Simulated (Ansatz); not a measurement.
**Quasiparticle gap of Bi3O4Cl (C2/c)**

Aim: the quasiparticle gap of Bi3O4Cl (C2/c), starting from LDA.

Method: LDA, then G0W0 on it, plane waves, PAW, in Ansatz 0.2.0.

### 1. The structure

Symmetry: C2/c, No. 15, monoclinic system. The conventional cell has a = 19.281 Å, b = 5.648 Å, c = 5.695 Å, α = 90.00°, β = 105.65°, γ = 90.00°. Bi has 4 O at 2.19 to 2.37 Å nearest. Bi has 3 O at 2.10 to 2.13 Å and 1 Cl at 3.22 Å nearest. Nearest to Cl lie 4 Bi at 3.22 to 3.31 Å. O has 2 Bi at 2.10 to 2.13 Å nearest. O has 3 Bi at 2.10 to 2.37 Å nearest. Farther neighbours and most contacts between anions are not listed.

Structure file:

```cif
data_structure
_symmetry_space_group_name_H-M 'C2/c'
_symmetry_Int_Tables_number 15
_cell_length_a 19.2814
_cell_length_b 5.6476
_cell_length_c 5.6954
_cell_angle_alpha 90.000
_cell_angle_beta 105.651
_cell_angle_gamma 90.000
_cell_volume 597.20
loop_
_atom_site_label
_atom_site_type_symbol
_atom_site_symmetry_multiplicity
_atom_site_Wyckoff_symbol
_atom_site_fract_x
_atom_site_fract_y
_atom_site_fract_z
_atom_site_occupancy
Bi1 Bi 4 e 0.00000 0.70750 0.25000 1
Bi2 Bi 8 f 0.14661 0.20782 0.43320 1
Cl1 Cl 4 c 0.25000 0.25000 0.00000 1
O1 O 8 f 0.09310 0.03810 0.10740 1
O2 O 8 f 0.06510 0.56630 0.97940 1
```

The cell and positions come from the Crystallography Open Database and are kept as given unless a step says otherwise. Spin-orbit coupling is left out unless a step names it. The default PAW set here is soft_2. Its files were made with PBE.

### 2. Bands along the symmetry lines

Levels along a band path and on the mesh show where this functional puts the band edges.

This step: DFT, LDA, plane waves, PAW.

File input.yaml:

```yaml
crystal:
  lattice:
    - [9.6406818171, -2.8238, 0.0]
    - [9.6406818171, 2.8238, 0.0]
    - [-1.5365156966, 0.0, 5.484222887]
  atoms:
    - { symbol: Bi, position: [0.2925, 0.7075, 0.75] }
    - { symbol: Bi, position: [0.7075, 0.2925, 0.25] }
    - { symbol: Bi, position: [0.93879, 0.35443, 0.9332] }
    - { symbol: Bi, position: [0.64557, 0.06121, 0.5668] }
    - { symbol: Bi, position: [0.06121, 0.64557, 0.0668] }
    - { symbol: Bi, position: [0.35443, 0.93879, 0.4332] }
    - { symbol: Cl, position: [0.0, 0.5, 0.5] }
    - { symbol: Cl, position: [0.5, 0.0, 0.0] }
    - { symbol: O, position: [0.055, 0.1312, 0.6074] }
    - { symbol: O, position: [0.8688, 0.945, 0.8926] }
    - { symbol: O, position: [0.945, 0.8688, 0.3926] }
    - { symbol: O, position: [0.1312, 0.055, 0.1074] }
    - { symbol: O, position: [0.4988, 0.6314, 0.4794] }
    - { symbol: O, position: [0.3686, 0.5012, 0.0206] }
    - { symbol: O, position: [0.5012, 0.3686, 0.5206] }
    - { symbol: O, position: [0.6314, 0.4988, 0.9794] }
kpoints:
  mp_grid: { grid: [4, 4, 4] }
  band_path:
    path:
      - [[0.0, 0.0, 0.0], [-0.27313186, 0.27313186, 0.0]]
      - [[-0.72686814, -0.27313186, 0.0], [-0.5, -0.5, 0.0], [0.0, 0.0, 0.0], [-0.5, -0.5, 0.5], [-0.74799509, -0.25200491, 0.5]]
      - [[-0.25200491, 0.25200491, 0.5], [0.0, 0.0, 0.5], [0.0, 0.0, 0.0]]
      - [[-0.5, 0.0, 0.5], [0.0, 0.0, 0.0], [-0.5, 0.0, 0.0]]
    npoints: 10
hamiltonian:
  xc: lda
scf:
  occupations: { method: fermi_dirac, width: 0.02 }
  n_extra_bands: 9
output:
  eigenvalues: true
```

Launch:

```bash
$ ansatz run input.yaml --threads 16 --pin off --max-ram 82944MiB --backend cuda --events-out ev --progress --plain --runs-dir out --devices 1 --max-vram 78GiB
```

Numbers of over 12 decimals in the logs are rounded to 6 here.

The program printed:

```text
scf.n_extra_bands = 9 over 76 filled bands (N_el = 152.0): the run solves 85 bands
GPUs: using 1 of 1 available (devices: 1).
Engine: ansatz 0.2.0, aarch64-unknown-linux-gnu
Pseudopotentials: kind: paw
Pseudopotential: Bi, paw, valence charge 15, recommended cutoff 420 eV (normal), Bi.paw.azcp
Pseudopotential: Cl, paw, valence charge 7, recommended cutoff 420 eV (normal), Cl.paw.azcp
Pseudopotential: O, paw, valence charge 6, recommended cutoff 420 eV (normal), O.paw.azcp
Functional definition: SPW92
  exchange = slater_x
  correlation = pw_c
device memory: the entry about to start is reckoned to put 6.7 GiB on a device that reports 182.5 GiB free (of which the cap on the GPU budget leaves the run 78.0 GiB)
GPU FFT provider: cuFFT
GPU libraries: cuBLAS 13.8.1, cuFFT 12.4.0, cuSOLVER 12.3.2
GPU matrix products: emulated (plane waves: as basis.precision tells), large ones in fixed point in workspaces of 1.00 GiB
Crystal: 16 atoms, lattice volume = 298.598 Å³
Basis set: ecut = 420 eV, 5857 PW (Γ)
Bands: 85, of which v1, the nominal top of the filled ones, is band 76 counted from 1 (75 counted from 0)
Symmetry: 4 space group operations
Space group: C2/c (ITA 15), of the structure as read, at distance tolerance 6.7e-5 Å
k-points: 24 of 64
Non-local potential: Bi, projectors of the file, l = 0: 2, l = 1: 2, l = 2: 2, l = 3: 2
Non-local potential: Cl, projectors of the file, l = 0: 2, l = 1: 2, l = 2: 2
Non-local potential: O, projectors of the file, l = 0: 2, l = 1: 2, l = 2: 1
PAW form: soft (Blöchl's): semilocal exchange-correlation on the pseudo side does not see the compensation charge
PAW frozen core: Bi, regenerated for the run's functional, and the local potential with it (the file was generated under x = pbe(κ = 0.804, μ = 0.219515), c = pbe(β = 0.066725))
PAW frozen core: Cl, regenerated for the run's functional, and the local potential with it (the file was generated under x = pbe(κ = 0.804, μ = 0.219515), c = pbe(β = 0.066725))
PAW frozen core: O, regenerated for the run's functional, and the local potential with it (the file was generated under x = pbe(κ = 0.804, μ = 0.219515), c = pbe(β = 0.066725))
PAW one-centre angular grid: Bi, 590 points (default); XC on 64 Gauss nodes
PAW one-centre angular grid: Cl, 110 points (default); XC on 64 Gauss nodes
PAW one-centre angular grid: O, 110 points (default); XC on 64 Gauss nodes
Initial density: superposition of atomic densities (neutral atoms: chi_scale 0, normalization atom), corrected by the library's trained network
Initial wavefunctions: pseudopotential atomic-orbital guess
GPU buffer pool allocated for 207360 grid points (all kernels)
GPU transforms: local potential and band sums: pruned to the plane-wave sphere, on 72×72×40
Functional: x = slater, c = lda
SCF iter   1: F=—  HF=-79045.016674 eV  |F-HF|=—  |Δ(HF+E_count)|=         —  Δρ=1.42e-2  dr2=6.15e-1  ethr=1.77e-3  ⟨swp⟩=6.0  Hψ=7885  notcnv=0
preconditioner: auto → Resta (q_TF=auto, 2.438 Å⁻¹)  ε∞=3.6  [insulator: Δε(μ)=2.323 eV  Ē_g=16.351 eV  σ=0.020 eV  W_gap=1.00  n_scr=62 (ndim 8)  ℏωp=26.5 eV  f_vac=0.034  D(μ)=0.00/eV (n_scr^D=0)  ε∞_Penn≈3.6]
SCF iter   2: F=—  HF=-79044.901538 eV  |F-HF|=—  |Δ(HF+E_count)|=   1.15e-1  Δρ=6.40e-3  dr2=1.05e-1  ethr=4.05e-4  ⟨swp⟩=2.5  Hψ=3881  notcnv=0  defer=24
SCF iter   3: F=—  HF=-79044.880791 eV  |F-HF|=—  |Δ(HF+E_count)|=   2.07e-2  Δρ=2.00e-3  dr2=9.43e-3  ethr=6.94e-5  ⟨swp⟩=2.3  Hψ=2938  notcnv=0  defer=24
SCF iter   4: F=—  HF=-79044.878242 eV  |F-HF|=—  |Δ(HF+E_count)|=   2.55e-3  Δρ=5.87e-4  dr2=9.79e-4  ethr=6.21e-6  ⟨swp⟩=2.3  Hψ=3301  notcnv=0  defer=24
SCF iter   5: F=—  HF=-79044.877972 eV  |F-HF|=—  |Δ(HF+E_count)|=   2.70e-4  Δρ=3.78e-4  dr2=4.33e-4  ethr=6.44e-7  ⟨swp⟩=2.0  Hψ=3081  notcnv=0  defer=24
SCF iter   6: F=—  HF=-79044.878032 eV  |F-HF|=—  |Δ(HF+E_count)|=   6.04e-5  Δρ=7.65e-5  dr2=1.55e-5  ethr=2.85e-7  ⟨swp⟩=2.0  Hψ=2736  notcnv=0  defer=24
SCF iter   7: F=—  HF=-79044.878331 eV  |F-HF|=—  |Δ(HF+E_count)|=   2.99e-4  Δρ=1.66e-5  dr2=9.90e-7  ethr=1.02e-8  ⟨swp⟩=2.3  Hψ=3182  notcnv=0  defer=24
SCF iter   8: F=-79044.878331 eV  HF=-79044.878331 eV  |F-HF|=8.69e-9  |Δ(HF+E_count)|=   3.84e-7  Δρ=2.90e-6  dr2=3.08e-8  ethr=6.58e-11  ⟨swp⟩=7.0  Hψ=7214  notcnv=0
SCF 1 converged in 8 iterations: F = -79044.878331 eV  dr2 = 3.08e-8
  greatest PAW one-centre occupation: 0.992 electrons in one spin orbital (limit 2), on the Bi atom at site 0 (counted from 0), in its partial waves of l = 2
device memory: the entry about to start is reckoned to put 20.6 GiB on a device that reports 182.5 GiB free (of which the cap on the GPU budget leaves the run 78.0 GiB)
NSCF: frozen V_eff on 94 k-points, pencils in batches of 32, up to order 376
SCF converged after 8 iterations
Free energy (F): -79044.878331 eV
Harris-Foulkes:  -79044.878331 eV  (|F-HF|=8.69e-9)
Internal energy: -79044.878331 eV  (E = F + TS)
E sigma→0 (E₀):  -79044.878331 eV
Fermi energy:    8.655952 eV
--- Per-component energies (eV) ---
  E_band       = -742.277793
  E_kinetic    = 3523.515280
  E_local      = -14006.760369  (includes V_loc(G=0)·N_el)
  E_nonlocal   = 3870.185581
  E_hartree    = 4879.672320
  E_xc         = -1693.879881
  E_vxc        = -1854.935096  (∫ρ·V_xc dr)
  E_paw        = -64548.442196  (= ΣΔE_a)
  E_vpaw       = -2033.653474  (= ΣTr[D̂ρ^β])
  E_aug_tail   = 0.016293  (compensation charges beyond the density's cutoff)
  E_ewald      = -11070.312406
  E_core_change = 1.127046  (= ΣΔE_core)
  E_smearing   = -0.000000  (= −TS)
  E_closure    = -0.000000  (closes the sum)
  Σ components = -79044.878331   (vs F -79044.878331, Δ=0.00e0)
--- Band table (eV; the first three rows and the last of 24) ---
  k-point 0: bands = [... 72 lower, 6.6346, 6.7635, 6.8433, 7.1283, 10.1107, 10.3092, 10.5710, 10.9148, ... 5 higher]
  k-point 1: bands = [... 72 lower, 6.7149, 6.7300, 6.9576, 7.1785, 10.3969, 10.6155, 10.8331, 11.0695, ... 5 higher]
  k-point 2: bands = [... 72 lower, 6.7291, 6.7291, 7.0779, 7.0779, 10.4593, 10.4593, 11.2228, 11.2228, ... 5 higher]
  k-point 23: bands = [... 72 lower, 6.7785, 6.7785, 7.0301, 7.0301, 10.8550, 10.8550, 11.2589, 11.2589, ... 5 higher]
```

It took 1.9 s on 1 × NVIDIA GB200 (shared by 2 runs) with 16 threads of Arm Neoverse V2, shared host; peak memory 1.2 GiB; 3.5 s of CPU time.

This step gave:

```yaml
filled_bands: 76
gap: 2.476 eV
valence_top_at: V_2
conduction_bottom_at: Y_2
least_direct_gap: 2.513 eV
```

Over mesh and path the gap is 2.476 eV, from k = (-0.500, 0.000, 0.000) to k = (-0.500, -0.500, 0.000). The least direct gap found is 2.513 eV, at k = (-0.500, -0.500, 0.000).

The electronic bands at the labelled points (eV, zero at the top of the highest nominally filled band):

```
     point  band 73  band 74  band 75  band 76  band 77  band 78  band 79  band 80
         Γ    -0.77    -0.64    -0.56    -0.27     2.71     2.91     3.17     3.51
   halfway    -0.82    -0.60    -0.58    -0.09     3.30     3.34     3.63     3.86
         C    -0.88    -0.73    -0.68     0.00     3.04     3.47     3.81     3.82
jump to C2    -0.88    -0.73    -0.68     0.00     3.04     3.47     3.81     3.82
   halfway    -0.81    -0.73    -0.48    -0.06     3.06     3.27     3.40     3.50
        Y2    -0.74    -0.71    -0.43    -0.04     2.48     3.27     3.44     3.75
   halfway    -0.73    -0.72    -0.35    -0.22     2.69     3.07     3.08     3.82
         Γ    -0.77    -0.64    -0.56    -0.27     2.71     2.91     3.17     3.51
   halfway    -0.82    -0.55    -0.41    -0.39     3.04     3.27     3.65     3.71
        M2    -0.62    -0.62    -0.37    -0.37     3.45     3.45     3.86     3.86
   halfway    -0.56    -0.56    -0.29    -0.29     3.35     3.35     3.84     3.84
         D    -0.56    -0.56    -0.19    -0.19     3.00     3.00     4.06     4.06
jump to D2    -0.56    -0.56    -0.19    -0.19     3.00     3.00     4.06     4.06
   halfway    -0.73    -0.73    -0.30    -0.30     3.19     3.19     3.85     3.85
         A    -0.67    -0.67    -0.32    -0.32     3.06     3.06     3.82     3.82
   halfway    -0.69    -0.67    -0.44    -0.22     3.00     3.21     3.43     3.67
         Γ    -0.77    -0.64    -0.56    -0.27     2.71     2.91     3.17     3.51
jump to L2    -0.79    -0.45    -0.22    -0.16     2.99     3.02     3.94     4.24
   halfway    -0.88    -0.60    -0.43    -0.18     3.22     3.51     3.71     3.82
         Γ    -0.77    -0.64    -0.56    -0.27     2.71     2.91     3.17     3.51
   halfway    -0.81    -0.64    -0.51    -0.10     3.18     3.28     3.54     3.86
        V2    -0.84    -0.81    -0.70     0.00     3.08     3.57     3.78     3.89
```

(Continued in part 2 of 2.)

[Paths, hosts, dates, memory and timing lines, banners, echoed tables and standing remarks are left out of the program output.]

[Logs are printed without paths, hosts, clocks, repeated set-up lines and the standing remarks that a program may print on its own settings, such as how far it seeks lower states.]

[Runs of the session that timed out or met a known fault of the program may be left out.]

[Cells called generated may have been cut or substituted from an entry of the Crystallography Open Database or the Materials Project.]

[Hosts, paths, dates, database ids (printed as entryN), source tags and the programs' standing remarks are cut or masked in the printed files.]

[Where an RPA ε∞ is given, it is that of the G0W0 mesh and is not shown converged in it. Names of k-points follow the symmetry that the program found, which can be lower than the space group named. Band edges on a path are those of the sampled points; other points can move an edge, and change direct to indirect where valleys lie close.]

[Hybrid gaps are those of their k-mesh and are not shown converged in it.]
